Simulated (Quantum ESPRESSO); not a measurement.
# LiF (Griceite): how pressure shifts the optical phonon

By how much does an optical zone-centre mode of LiF (Griceite) shift under hydrostatic pressure?

Program: Quantum ESPRESSO 7.5. Level of theory: DFT PBE, scalar-relativistic, plane waves, GBRV ultrasoft pseudopotentials. Results are calculated unless marked as measured.

### 1. Set-up

The structure is cubic, space group Fm-3m (No. 225). The conventional cell has a = 4.066 Å, b = 4.066 Å, c = 4.066 Å, α = 90.00°, β = 90.00°, γ = 90.00°. Li has 6 F at 2.03 Å nearest. Nearest to F lie 6 Li at 2.03 Å. Farther neighbours and most contacts between anions are not listed.

As a file:

```cif
data_structure
_symmetry_space_group_name_H-M 'P 1'
_symmetry_Int_Tables_number 1
_cell_length_a 2.8751
_cell_length_b 2.8751
_cell_length_c 2.8751
_cell_angle_alpha 60.000
_cell_angle_beta 60.000
_cell_angle_gamma 60.000
_cell_volume 16.81
loop_
_atom_site_label
_atom_site_type_symbol
_atom_site_fract_x
_atom_site_fract_y
_atom_site_fract_z
_atom_site_occupancy
Li1 Li 0.00000 0.00000 0.00000 1
F2 F 0.50000 0.50000 0.50000 1
```

This is the cell after its relaxation at this level of theory, not the database cell from which that began.

### 2. Runs at several volumes

The relaxed cell is scaled uniformly; in this structure symmetry fixes all atoms, so nothing has to be relaxed anew. Each volume gets a ground state and a response at Γ. The mode followed is the highest one without the macroscopic field, of symmetry T1u; longitudinal polar modes lie higher. Cutoff 55 Ry, k mesh 12×12×12.

From the response at V/V₀ = 0.94:

The program printed:

```text
[banners, grids, parts of the stress and lines that vanish by symmetry left out]
Program PHONON v.7.5
     Reading xml data from directory:

[...]
Exchange-correlation= PBE
                           (   1   4   3   4   0   0   0)
[...]
kinetic-energy cut-off    =      55.0000  Ry
     charge density cut-off    =     440.0000  Ry
     convergence threshold     =      1.0E-18
[...]
Exchange-correlation= PBE
                           (   1   4   3   4   0   0   0)
[...]
q = (   0.0000000   0.0000000   0.0000000 )
     49 Sym.Ops. (with q -> -q+G )
     G cutoff =  315.7124  (  16529 G-vectors)     FFT grid: ( 36, 36, 36)
     G cutoff =  157.8562  (   5961 G-vectors)  smooth grid: ( 25, 25, 25)
     number of k points=    72
[...]
Mode symmetry, O_h (m-3m)  point group:
[...]
Dielectric constant
[...]
End of electric fields calculation
          Dielectric constant in cartesian axis
          (       2.059608079      -0.000000000      -0.000000000 )
          (      -0.000000000       2.059608079       0.000000000 )
          (      -0.000000000       0.000000000       2.059608079 )
          Effective charges (d Force / dE) in cartesian axis without acoustic sum rule applied (asr)
           atom    1  Li    Mean Z*:        1.04598
      Ex  (        1.04598        0.00000        0.00000 )
      Ey  (        0.00000        1.04598       -0.00000 )
      Ez  (        0.00000       -0.00000        1.04598 )
           atom    2  F     Mean Z*:       -1.04483
      Ex  (       -1.04483        0.00000        0.00000 )
      Ey  (        0.00000       -1.04483       -0.00000 )
      Ez  (        0.00000       -0.00000       -1.04483 )
          Effective charges Sum: Mean:        0.00115
[...]
Effective charges (d Force / dE) in cartesian axis with asr applied:
           atom    1  Li    Mean Z*:        1.04541
[...]
atom    2  F     Mean Z*:       -1.04541
[...]
Representation #   1 modes #   1   2   3
[...]
End of self-consistent calculation
     Convergence has been achieved
     Representation #   2 modes #   4   5   6
[...]
End of self-consistent calculation
     Convergence has been achieved
[...]
Dielectric constant in cartesian axis
          (       2.059608079      -0.000000000      -0.000000000 )
          (      -0.000000000       2.059608079       0.000000000 )
          (      -0.000000000       0.000000000       2.059608079 )
          Effective charges (d Force / dE) in cartesian axis without acoustic sum rule applied (asr)
           atom    1  Li    Mean Z*:        1.04598
      Ex  (        1.04598        0.00000        0.00000 )
      Ey  (        0.00000        1.04598       -0.00000 )
      Ez  (        0.00000       -0.00000        1.04598 )
           atom    2  F     Mean Z*:       -1.04483
      Ex  (       -1.04483        0.00000        0.00000 )
      Ey  (        0.00000       -1.04483       -0.00000 )
      Ez  (        0.00000       -0.00000       -1.04483 )
          Effective charges Sum: Mean:        0.00115
[...]
Effective charges (d Force / dE) in cartesian axis with asr applied:
           atom    1  Li    Mean Z*:        1.04541
[...]
atom    2  F     Mean Z*:       -1.04541
[...]
q = (    0.000000000   0.000000000   0.000000000 )
[...]
freq (    1) =      -0.158046 [THz] =      -5.271853 [cm-1]
     freq (    2) =      -0.158046 [THz] =      -5.271853 [cm-1]
     freq (    3) =      -0.158046 [THz] =      -5.271853 [cm-1]
     freq (    4) =       9.640609 [THz] =     321.576094 [cm-1]
     freq (    5) =       9.640609 [THz] =     321.576094 [cm-1]
     freq (    6) =       9.640609 [THz] =     321.576094 [cm-1]
[...]
Mode symmetry, O_h (m-3m)  point group:
     freq (   1-   3) =         -5.3  [cm-1]   --> T_1u G_15  G_4- I
     freq (   4-   6) =        321.6  [cm-1]   --> T_1u G_15  G_4- I

   JOB DONE.
```

One volume, V/V₀ = 0.97, is held back as a test.

```
V/V₀  volume (Å³/atom)  pressure (GPa)   ω (cm⁻¹)
0.94             7.899            4.72     321.58
0.97             8.151            2.17  held back
   1             8.403           -0.01     269.40
1.03             8.655           -1.88     244.12
1.06             8.907           -3.48     219.08
```

### 3. The fit

The mode Grüneisen parameter is γ = −d ln ω / d ln V.

| ln(V/V₀) | ln ω |
| --- | --- |
| -0.0619 | 5.7732 |
| 0.0000 | 5.5962 |
| 0.0296 | 5.4977 |
| 0.0583 | 5.3894 |

A straight line through these points has the slope -3.163, so γ = 3.16; at V/V₀ = 0.97 it predicts ω = exp(5.5847 + 0.0964) = 293.25 cm⁻¹.

A parabola of pressure against ln V through V/V₀ = 0.97, 1 and 1.03 gives the bulk modulus B = −dP/d ln V = 67 GPa at V₀. With ω₀ from the fitted line the pressure coefficient follows as dω/dP = γ ω₀ / B = 3.16 × 266.3 / 67 = 12.5 cm⁻¹/GPa.

### 4. The run that was held back

The program printed:

```text
[banners, grids, parts of the stress and lines that vanish by symmetry left out]
[banner, memory and clock lines left out]
Program PHONON v.7.5

[...]
Exchange-correlation= PBE
                           (   1   4   3   4   0   0   0)
[...]
kinetic-energy cut-off    =      55.0000  Ry
     charge density cut-off    =     440.0000  Ry
     convergence threshold     =      1.0E-18
[...]
Exchange-correlation= PBE
                           (   1   4   3   4   0   0   0)
[...]
q = (   0.0000000   0.0000000   0.0000000 )
     49 Sym.Ops. (with q -> -q+G )
     G cutoff =  322.3945  (  17153 G-vectors)     FFT grid: ( 36, 36, 36)
     G cutoff =  161.1972  (   5985 G-vectors)  smooth grid: ( 25, 25, 25)
     number of k points=    72
[...]
Mode symmetry, O_h (m-3m)  point group:
[...]
Dielectric constant
[...]
End of electric fields calculation
          Dielectric constant in cartesian axis
          (       2.050428154       0.000000000       0.000000000 )
          (       0.000000000       2.050428154       0.000000000 )
          (       0.000000000      -0.000000000       2.050428154 )
          Effective charges (d Force / dE) in cartesian axis without acoustic sum rule applied (asr)
           atom    1  Li    Mean Z*:        1.04927
      Ex  (        1.04927        0.00000       -0.00000 )
      Ey  (        0.00000        1.04927        0.00000 )
      Ez  (       -0.00000        0.00000        1.04927 )
           atom    2  F     Mean Z*:       -1.04815
      Ex  (       -1.04815       -0.00000       -0.00000 )
[...]
Representation #   1 modes #   1   2   3
[...]
End of self-consistent calculation
     Convergence has been achieved
     Representation #   2 modes #   4   5   6
[...]
End of self-consistent calculation
     Convergence has been achieved
[...]
Dielectric constant in cartesian axis
          (       2.050428154       0.000000000       0.000000000 )
          (       0.000000000       2.050428154       0.000000000 )
          (       0.000000000      -0.000000000       2.050428154 )
          Effective charges (d Force / dE) in cartesian axis without acoustic sum rule applied (asr)
           atom    1  Li    Mean Z*:        1.04927
      Ex  (        1.04927        0.00000       -0.00000 )
      Ey  (        0.00000        1.04927        0.00000 )
      Ez  (       -0.00000        0.00000        1.04927 )
           atom    2  F     Mean Z*:       -1.04815
      Ex  (       -1.04815       -0.00000       -0.00000 )
      Ey  (       -0.00000       -1.04815       -0.00000 )
      Ez  (        0.00000        0.00000       -1.04815 )
          Effective charges Sum: Mean:        0.00111
[...]
Effective charges (d Force / dE) in cartesian axis with asr applied:
           atom    1  Li    Mean Z*:        1.04871
[...]
atom    2  F     Mean Z*:       -1.04871
[...]
q = (    0.000000000   0.000000000   0.000000000 )
[...]
freq (    1) =      -0.136081 [THz] =      -4.539177 [cm-1]
     freq (    2) =      -0.136081 [THz] =      -4.539177 [cm-1]
     freq (    3) =      -0.136081 [THz] =      -4.539177 [cm-1]
     freq (    4) =       8.844981 [THz] =     295.036811 [cm-1]
     freq (    5) =       8.844981 [THz] =     295.036811 [cm-1]
     freq (    6) =       8.844981 [THz] =     295.036811 [cm-1]
[...]
Mode symmetry, O_h (m-3m)  point group:
     freq (   1-   3) =         -4.5  [cm-1]   --> T_1u G_15  G_4- I
     freq (   4-   6) =        295.0  [cm-1]   --> T_1u G_15  G_4- I
```

It gives 295.04 cm⁻¹ against the predicted 293.25 cm⁻¹, a miss of 2 cm⁻¹.

### 5. Outcome

```yaml
mode_grueneisen_parameter: 3.163
bulk_modulus: 67.3 GPa
pressure_coefficient: 12.5 cm⁻¹/GPa
```

What this shows: The highest optical mode of LiF (Griceite) without the LO-TO term stiffens by 12.5 cm⁻¹ a GPa near the relaxed volume, with γ = 3.16. The power law meets all 5 runs within 1.15 %; between neighbouring volumes γ runs from 2.74 to 3.77. Such a coefficient turns a measured shift of this mode into a hydrostatic stress; uniaxial or biaxial stress splits the mode and needs deformation potentials. These are harmonic values at zero temperature for the structure held cubic, which a run at Γ can't show to be stable; the bulk modulus rests on three points.

[Host names and launcher messages were left out of these logs when they were recorded.]

[Logs are printed without paths, hosts, clocks, repeated set-up lines and the standing remarks that a program may print on its own settings, such as how far it seeks lower states.]

[Hosts, paths, dates, database ids (printed as entryN), source tags and the programs' standing remarks are cut or masked in the printed files.]
